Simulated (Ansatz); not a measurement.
# What MgZrO3 (built on the sites of a database entry of BaZrO3) distorts into, part 2 of 2

Aim: this structure of MgZrO3 (built on the sites of a database entry of BaZrO3) is to be tested for unstable modes, and one is followed downhill.

Ansatz 0.2.0; DFT PBEsol, scalar-relativistic, plane waves, norm-conserving pseudopotentials.

So far. Step 4 (The mode frozen in, largest atomic shift 0.6 Å): The run ends at a pressure of 2.18 GPa, with forces up to 2.0 eV/Å. Step 5 (Energy along the mode, all amplitudes (two of the runs …): The lowest of the steps tried is the last one, at 0.6 Å, 176 meV/atom below the parent; the bottom of the well need not coincide with a step.

The structure was built from a prototype and need not be the compound's stable phase.

### Step 6. Relaxing from the distorted cell

Starting from the lowest point found, all atoms and the cell are let go, so that strain and other modes of the same symmetry can join in.

File input.yaml:

```yaml
crystal:
  lattice:
    - [4.071198049, 0.0, 0.0]
    - [0.0, 4.071198049, 0.0]
    - [0.0, 0.0, 4.071198049]
  atoms:
    - { symbol: Mg, position: [0.0, 0.1042111102, 0.1042111102] }
    - { symbol: Zr, position: [0.5, 0.5030504487, 0.5030504487] }
    - { symbol: O, position: [0.0, 0.4221537047, 0.4221537047] }
    - { symbol: O, position: [0.5, -0.0200133325, 0.4221537047] }
    - { symbol: O, position: [0.5, 0.4221537047, -0.0200133325] }
kpoints:
  mp_grid: { grid: [8, 8, 8] }
hamiltonian:
  xc: pbesol
  pseudopotentials: { kind: nc }
scf:
  occupations: { method: fixed }
output:
  forces: true
  stress: true
  eigenvalues: true
relax:
  adjacent_minimum: "off"
  f_tol: 0.002
  max_steps: 120
  cell: { stress_tol: 0.03 }
```

Run with:

```sh
$ ansatz run input.yaml --threads 4 --pin off --max-ram 7168MiB --backend cpu --events-out ev --progress --plain --runs-dir out
```

Numbers of over 12 decimals in the logs are rounded to 6 here.

Log:

```text
[...]
Crystal: 5 atoms, lattice volume = 67.479 Å³
Basis set: ecut = 1142.878222 eV, 5887 PW (Γ), exchange–correlation on 90×90×90 points (8 copies of the dense FFT grid, shifted against one another)
Bands: 25, of which v1, the nominal top of the filled ones, is band 20 counted from 1 (19 counted from 0)
Symmetry: 4 space group operations
[...]
k-points: 105 of 512 (time reversal used)
[...]
SCF iter   1: F=—  HF=-4344.617711 eV  |F-HF|=—  |Δ(HF+E_count)|=         —  Δρ=6.86e-2  dr2=3.41e0  ethr=3.10e-3  ⟨swp⟩=5.3  Hψ=10849  notcnv=0  defer=272
[...]
SCF iter   9: F=-4343.311867 eV  HF=-4343.311867 eV  |F-HF|=5.51e-8  |Δ(HF+E_count)|=   1.99e-6  Δρ=9.50e-6  dr2=6.87e-8  ethr=2.50e-10  ⟨swp⟩=12.4  Hψ=16921  notcnv=0
SCF 1 converged in 9 iterations: F = -4343.311867 eV  dr2 = 6.87e-8
relax step   1: F+E_penalty+E_count = -4343.31186660 eV  Δ(F+E_penalty+E_count) = +0.000e0 eV  max|allowed force component| = 1.435e0 eV/Å  Δτ_max = 0.0000 Å  P = +2.180 GPa  Ω = 67.479 Å³  (9 SCF iters, dr2 threshold 1.00e-7 eV, accepted)
Crystal: 5 atoms, lattice volume = 69.282 Å³
Basis set: ecut = 1142.878222 eV, 6073 PW (Γ), exchange–correlation on 90×90×90 points (8 copies of the dense FFT grid, shifted against one another)
[...]
iter 1 solved again at ethr=3.01e-4 eV; its pass at ethr=3.10e-3 eV (dr2=1.20e-1 eV) is discarded
[...]
SCF iter   8: F=-4343.581677 eV  HF=-4343.581677 eV  |F-HF|=3.34e-8  |Δ(HF+E_count)|=   1.27e-6  Δρ=7.42e-6  dr2=3.62e-8  ethr=1.25e-9  ⟨swp⟩=14.1  Hψ=18675  notcnv=0
SCF 2 converged in 8 iterations: F = -4343.581677 eV  dr2 = 3.62e-8
relax step   2: F+E_penalty+E_count = -4343.58167657 eV  Δ(F+E_penalty+E_count) = -2.698e-1 eV  max|allowed force component| = 6.627e-1 eV/Å  Δτ_max = 0.1295 Å  P = +0.736 GPa  Ω = 69.282 Å³  energy of the carried Pulay correction = -4.522e-4 eV  (8 SCF iters, dr2 threshold 5.00e-7 eV, accepted)
Crystal: 5 atoms, lattice volume = 68.811 Å³
Basis set: ecut = 1142.878222 eV, 6043 PW (Γ), exchange–correlation on 90×90×90 points (8 copies of the dense FFT grid, shifted against one another)
[...]
SCF iter   7: F=-4343.665573 eV  HF=-4343.665572 eV  |F-HF|=1.58e-7  |Δ(HF+E_count)|=   7.32e-7  Δρ=1.29e-5  dr2=1.54e-7  ethr=1.25e-9  ⟨swp⟩=14.2  Hψ=18007  notcnv=0
SCF 3 converged in 7 iterations: F = -4343.665573 eV  dr2 = 1.54e-7
relax step   3: F+E_penalty+E_count = -4343.66557260 eV  Δ(F+E_penalty+E_count) = -8.390e-2 eV  max|allowed force component| = 5.123e-1 eV/Å  Δτ_max = 0.0507 Å  P = +0.371 GPa  Ω = 68.811 Å³  energy of the carried Pulay correction = -3.353e-4 eV  (7 SCF iters, dr2 threshold 5.00e-7 eV, accepted)
[... from here on, the SCF cycles and remarks between the steps are left out ...]
relax step   4: F+E_penalty+E_count = -4343.69291290 eV  Δ(F+E_penalty+E_count) = -2.734e-2 eV  max|allowed force component| = 2.171e-1 eV/Å  Δτ_max = 0.0189 Å  P = -0.269 GPa  Ω = 69.400 Å³  energy of the carried Pulay correction = -4.815e-4 eV  (6 SCF iters, dr2 threshold 5.00e-7 eV, accepted)
relax step   5: F+E_penalty+E_count = -4343.70381479 eV  Δ(F+E_penalty+E_count) = -1.090e-2 eV  max|allowed force component| = 1.328e-1 eV/Å  Δτ_max = 0.0226 Å  P = -1.561 GPa  Ω = 70.287 Å³  energy of the carried Pulay correction = -6.993e-4 eV  (7 SCF iters, dr2 threshold 5.00e-7 eV, accepted)
relax step   6: F+E_penalty+E_count = -4343.70931885 eV  Δ(F+E_penalty+E_count) = -5.504e-3 eV  max|allowed force component| = 1.201e-1 eV/Å  Δτ_max = 0.0206 Å  P = +0.662 GPa  Ω = 69.772 Å³  energy of the carried Pulay correction = -5.733e-4 eV  (7 SCF iters, dr2 threshold 5.00e-7 eV, accepted)
relax step   7: F+E_penalty+E_count = -4343.71047392 eV  Δ(F+E_penalty+E_count) = -1.155e-3 eV  max|allowed force component| = 8.951e-3 eV/Å  Δτ_max = 0.0062 Å  P = -0.029 GPa  Ω = 69.904 Å³  energy of the carried Pulay correction = -6.054e-4 eV  (6 SCF iters, dr2 threshold 5.00e-7 eV, accepted)
relax step   8: F+E_penalty+E_count = -4343.71049473 eV  Δ(F+E_penalty+E_count) = -2.081e-5 eV  max|allowed force component| = 1.032e-3 eV/Å  Δτ_max = 0.0007 Å  P = -0.005 GPa  Ω = 69.881 Å³  energy of the carried Pulay correction = -5.998e-4 eV  (5 SCF iters, dr2 threshold 1.66e-8 eV, accepted)
relax step   9: F+E_penalty+E_count = -4343.72286820 eV  Δ(F+E_penalty+E_count) = -1.237e-2 eV  max|allowed force component| = 4.486e-3 eV/Å  Δτ_max = 0.0000 Å  P = +0.379 GPa  Ω = 69.881 Å³  stress off target by 9.77e-1 GPa  SCF on the basis re-selected at this cell (its energy is not comparable with the rows above)  (7 SCF iters)
relax step  10: F+E_penalty+E_count = -4343.72530776 eV  Δ(F+E_penalty+E_count) = -2.440e-3 eV  max|allowed force component| = 8.515e-2 eV/Å  Δτ_max = 0.0121 Å  P = +0.203 GPa  Ω = 70.263 Å³  energy of the carried Pulay correction = -1.073e-4 eV  (6 SCF iters, dr2 threshold 5.00e-7 eV, accepted)
relax step  11: F+E_penalty+E_count = -4343.72616721 eV  Δ(F+E_penalty+E_count) = -8.594e-4 eV  max|allowed force component| = 2.658e-2 eV/Å  Δτ_max = 0.0084 Å  P = +0.128 GPa  Ω = 70.527 Å³  energy of the carried Pulay correction = -1.849e-4 eV  (6 SCF iters, dr2 threshold 5.00e-7 eV, accepted)
relax step  12: F+E_penalty+E_count = -4343.72631493 eV  Δ(F+E_penalty+E_count) = -1.477e-4 eV  max|allowed force component| = 8.000e-3 eV/Å  Δτ_max = 0.0032 Å  P = -0.011 GPa  Ω = 70.644 Å³  energy of the carried Pulay correction = -2.198e-4 eV  (5 SCF iters, dr2 threshold 5.50e-8 eV, accepted)
relax step  13: F+E_penalty+E_count = -4343.72632371 eV  Δ(F+E_penalty+E_count) = -8.784e-6 eV  max|allowed force component| = 9.353e-4 eV/Å  Δτ_max = 0.0004 Å  P = +0.002 GPa  Ω = 70.634 Å³  energy of the carried Pulay correction = -2.170e-4 eV  (4 SCF iters, dr2 threshold 4.00e-9 eV, accepted)
relax step  14: F+E_penalty+E_count = -4343.72668962 eV  Δ(F+E_penalty+E_count) = -3.659e-4 eV  max|allowed force component| = 9.535e-4 eV/Å  Δτ_max = 0.0000 Å  P = +0.012 GPa  Ω = 70.634 Å³  stress off target by 3.57e-2 GPa  SCF on the basis re-selected at this cell (its energy is not comparable with the rows above)  (7 SCF iters)
relax step  15: F+E_penalty+E_count = -4343.72669145 eV  Δ(F+E_penalty+E_count) = -1.826e-6 eV  max|allowed force component| = 1.641e-3 eV/Å  Δτ_max = 0.0011 Å  P = +0.018 GPa  Ω = 70.667 Å³  energy of the carried Pulay correction = -8.518e-6 eV  (6 SCF iters, dr2 threshold 3.18e-9 eV, accepted)
[...]
SCF iter   1: F=—  HF=-4343.726471 eV  |F-HF|=—  |Δ(HF+E_count)|=         —  Δρ=4.63e-6  dr2=2.61e-9  ethr=2.00e-7  ⟨swp⟩=4.2  Hψ=19636  notcnv=0  defer=315
eigensolver tolerance schedule: the retry pair's looser diagonalisation over-reported the residual by 30612.45 of it (diagonalisation noise at an unbounded share of the residual, at the tolerance the schedule requests for it); recorded, not acted on — ethr = c·dr2/N_el stays at c = 1.0e-1
[...]
SCF iter   2: F=—  HF=-4343.726700 eV  |F-HF|=—  |Δ(HF+E_count)|=   2.30e-4  Δρ=2.88e-6  dr2=2.44e-9  ethr=6.52e-12  ⟨swp⟩=4.4  Hψ=8402  notcnv=0  defer=315
[...]
SCF iter   6: F=-4343.726700 eV  HF=-4343.726700 eV  |F-HF|=7.28e-12  |Δ(HF+E_count)|=  1.00e-11  Δρ=2.88e-7  dr2=1.73e-11  ethr=1.00e-12  ⟨swp⟩=14.5  Hψ=17927  notcnv=0
SCF 16 converged in 6 iterations: F = -4343.726700 eV  dr2 = 1.73e-11
relax step  16: F+E_penalty+E_count = -4343.72670028 eV  Δ(F+E_penalty+E_count) = -8.830e-6 eV  max|allowed force component| = 1.636e-3 eV/Å  Δτ_max = 0.0000 Å  P = +0.018 GPa  Ω = 70.667 Å³  stress off target by 2.46e-2 GPa  SCF on the basis re-selected at this cell (its energy is not comparable with the rows above)  (6 SCF iters)
[...]
SCF converged after 6 iterations
Free energy (F): -4343.726700 eV
[...]
Internal energy: -4343.726700 eV  (E = F + TS)
E sigma→0 (E₀):  -4343.726700 eV
Fermi energy:    6.473817 eV
[...]
--- Forces (eV/Å), atoms counted from 1 ---
  atom   1  Mg     0.00000000    -0.00114620    -0.00114620
  atom   2  Zr    -0.00000000    -0.00053022    -0.00053022
  atom   3  O      0.00000000     0.00008616     0.00008616
  atom   4  O      0.00000000     0.00164745    -0.00000071
  atom   5  O      0.00000000    -0.00000071     0.00164745
  max |Σ_I F_I| component: 5.65e-5 eV/Å
--- Stress (GPa, compression-positive) ---
        0.013163      -0.000000      -0.000000
       -0.000000       0.020031       0.004534
       -0.000000       0.004534       0.020031
  P = ⅓ Tr σ = 0.0177 GPa (0.177 kbar)
--- Band table (eV; the first three rows and the last of 105) ---
  k-point 0: bands = [... 16 lower, 4.8674, 5.1012, 5.7023, 6.0416, 8.5656, 10.7195, 12.1569, 12.2440, ... 1 higher]
  k-point 1: bands = [... 16 lower, 4.8972, 5.1196, 5.6847, 5.9659, 8.8476, 10.7885, 12.0154, 12.3226, ... 1 higher]
  k-point 2: bands = [... 16 lower, 4.9446, 5.1637, 5.4649, 5.9817, 9.5319, 10.9387, 11.9832, 12.5351, ... 1 higher]
  k-point 104: bands = [... 16 lower, 3.8650, 5.5884, 6.0711, 6.4738, 10.1209, 12.1439, 12.9146, 13.3969, ... 1 higher]
--- Relaxed structure (13 steps of the walk, 13 accepted, 3 SCFs on fresh bases) ---
  F+E_penalty+E_count = -4343.72670028 eV   max|allowed force component| = 1.636e-3 eV/Å   (the final SCF, on the basis selected at the relaxed cell)
  cell:  # Å, volume = 70.6670 Å³
    - [3.853107, 0, 0]
    - [0, 4.292275, 0.288726]
    - [0, 0.288726, 4.292275]
  atoms:
    - { symbol: Mg, position: [0, 0.133889, 0.133889] }
    - { symbol: Zr, position: [0.5, 0.502325, 0.502325] }
    - { symbol: O, position: [0, 0.429908, 0.429908] }
    - { symbol: O, position: [0.5, -0.036989, 0.402423] }
    - { symbol: O, position: [0.5, 0.402423, -0.036989] }
```

Wall time 4.2 min (4 threads of Arm Neoverse V2, shared host); peak memory 0.89 GiB.

Relaxation path:

```tsv
step	energy less that of the first step (eV)	largest force component (eV/Å)	pressure (GPa)	volume (Å³)
1	0.0000	1.4348	2.18	67.48
2	-0.2698	0.6627	0.74	69.28
3	-0.3537	0.5123	0.37	68.81
4	-0.3810	0.2171	-0.27	69.40
5	-0.3919	0.1328	-1.56	70.29
6	-0.3975	0.1201	0.66	69.77
7	-0.3986	0.0090	-0.03	69.90
8	-0.3986	0.0010	-0.01	69.88
9*	-0.4110	0.0045	0.38	69.88
10	-0.4134	0.0852	0.20	70.26
11	-0.4143	0.0266	0.13	70.53
12	-0.4144	0.0080	-0.01	70.64
13	-0.4145	0.0009	0.00	70.63
14*	-0.4148	0.0010	0.01	70.63
15	-0.4148	0.0016	0.02	70.67
16*	-0.4148	0.0016	0.02	70.67
```

Relaxation steps marked * repeat the geometry before them on a plane-wave basis chosen anew for their cell, so energy and pressure can jump there.

Forces are held to the 4 operations that the run works with; a distortion that breaks them can't arise in this run.

```tsv
cell as run	before	after	change
a (Å)	4.071	3.853	-5.4 %
b (Å)	4.071	4.302	+5.7 %
c (Å)	4.071	4.302	+5.7 %
α (°)	90.00	82.30	-8.6 %
volume (Å³/atom)	13.50	14.13	+4.7 %
```

The atoms that moved most (Å, as changes of fractional coordinates times the final cell):

```tsv
atom	dx	dy	dz	length
Mg1	0.000	0.136	0.136	0.192
O4	0.000	-0.079	-0.090	0.119
O5	0.000	-0.090	-0.079	0.119
O3	0.000	0.036	0.036	0.050
```

Numbers from this step:

```yaml
pressure: 0.01774 GPa
gap_on_the_k_mesh: 2.092 eV
volume_per_atom: 14.13 Å³
```

The distorted start has space group Amm2; the relaxation ends in Amm2.

### Step 7. The new phase in its own primitive cell

The relaxed structure is symmetrised, reduced to its primitive cell and relaxed tightly, as its phonons need.

input.yaml, the sections that differ from step 6:

```yaml
crystal:
  lattice:
    - [3.8531072416, 0.0, 0.0]
    - [0.0, 2.8309372321, 3.2392568391]
    - [0.0, -2.8309372321, 3.2392568391]
  atoms:
    - { symbol: Mg, position: [0.0, 0.1338886536, 0.1338886536] }
    - { symbol: Zr, position: [0.5, 0.502324903, 0.502324903] }
    - { symbol: O, position: [0.0, 0.4299077539, 0.4299077539] }
    - { symbol: O, position: [0.5, 0.9630113236, 0.4024230017] }
    - { symbol: O, position: [0.5, 0.4024230017, 0.9630113236] }
kpoints:
  mp_grid: { grid: [6, 6, 6] }
relax:
  adjacent_minimum: "off"
  f_tol: 0.001
  max_steps: 60
  cell: { stress_tol: 0.01 }
# hamiltonian, scf, output: as in step 6
```

Log:

```text
[...]
Crystal: 5 atoms, lattice volume = 70.667 Å³
Basis set: ecut = 1142.878222 eV, 6175 PW (Γ), exchange–correlation on 90×96×96 points (8 copies of the dense FFT grid, shifted against one another)
Bands: 25, of which v1, the nominal top of the filled ones, is band 20 counted from 1 (19 counted from 0)
Symmetry: 4 space group operations
[...]
cell:  # Å, volume = 70.6777 Å³
    - [3.853054, 0, 0]
    - [0, 2.831014, 3.239705]
    - [0, -2.831014, 3.239705]
  atoms:
    - { symbol: Mg, position: [0, 0.133894, 0.133894] }
    - { symbol: Zr, position: [0.500000, 0.502332, 0.502332] }
    - { symbol: O, position: [0, 0.429883, 0.429883] }
    - { symbol: O, position: [0.500000, 0.963011, 0.402436] }
    - { symbol: O, position: [0.500000, 0.402436, 0.963011] }
[key lines of the parts left out:]
SCF converged after 7 iterations
Free energy (F): -4343.726700 eV
Fermi energy:    6.472057 eV
P = ⅓ Tr σ = -0.0020 GPa (-0.020 kbar)
```

Run time: 30 s. Hardware: 4 threads; peak memory 0.64 GiB; 2 min of CPU time.

Little changed from the start: no atom moved by 0.005 Å and no cell edge by 0.1 %.

Numbers from this step:

- pressure: -0.002017 GPa
- volume per atom: 14.14 Å³
- direct gap on mesh: 2.524 eV

The largest force component left is 0.97 meV/Å and the pressure is -0.002 GPa, within the tolerances set. The cell now holds 14.14 Å³/atom.

### Step 8. Results

```yaml
unstable_mode_of_the_parent: q = (0, 0, 0), 258i cm⁻¹
depth_at_the_lowest_point_sampled: 176 meV/atom
largest_atomic_shift_at_that_point: 0.6 Å
space_group_reached_within_0p01_a: Amm2
energy_gained_over_the_parent_first_relaxation_on_the_mesh_of_the_frozen_mode: 259 meV/atom
volume_per_atom_phase_reached: 14.1 Å³
gap_on_the_k_mesh_phase_reached: 2.09 eV
```

Along this mode the structure falls into Amm2, 259 meV/atom below the parent. At the parent's cell the well is 176.4 meV/atom deep on the steps tried, with its lowest point at a shift of 0.6 Å. That is the last step tried, so the steps alone don't bracket the bottom of the well. Relaxing atoms and cell changes the gain by +82.97 meV/atom against the lowest step (energies at zero smearing). The modes of the phase reached were not computed on this path. Of the 5 patterns followed to their end from this parent, this one ends 95.1 meV/atom above the lowest, R32. Each path keeps the symmetry of its pattern, so a lower phase may lie along a pattern not tried. With the field response the log warns that the k mesh is coarse for the force constants too, so the frequencies may not be converged. The starting cell was built on a prototype and not taken from a measurement, so the phase need not exist.

[Logs are printed without paths, hosts, clocks, repeated set-up lines and the standing remarks that a program may print on its own settings, such as how far it seeks lower states.]

[Hosts, paths, dates, database ids (printed as entryN), source tags and the programs' standing remarks are cut or masked in the printed files.]
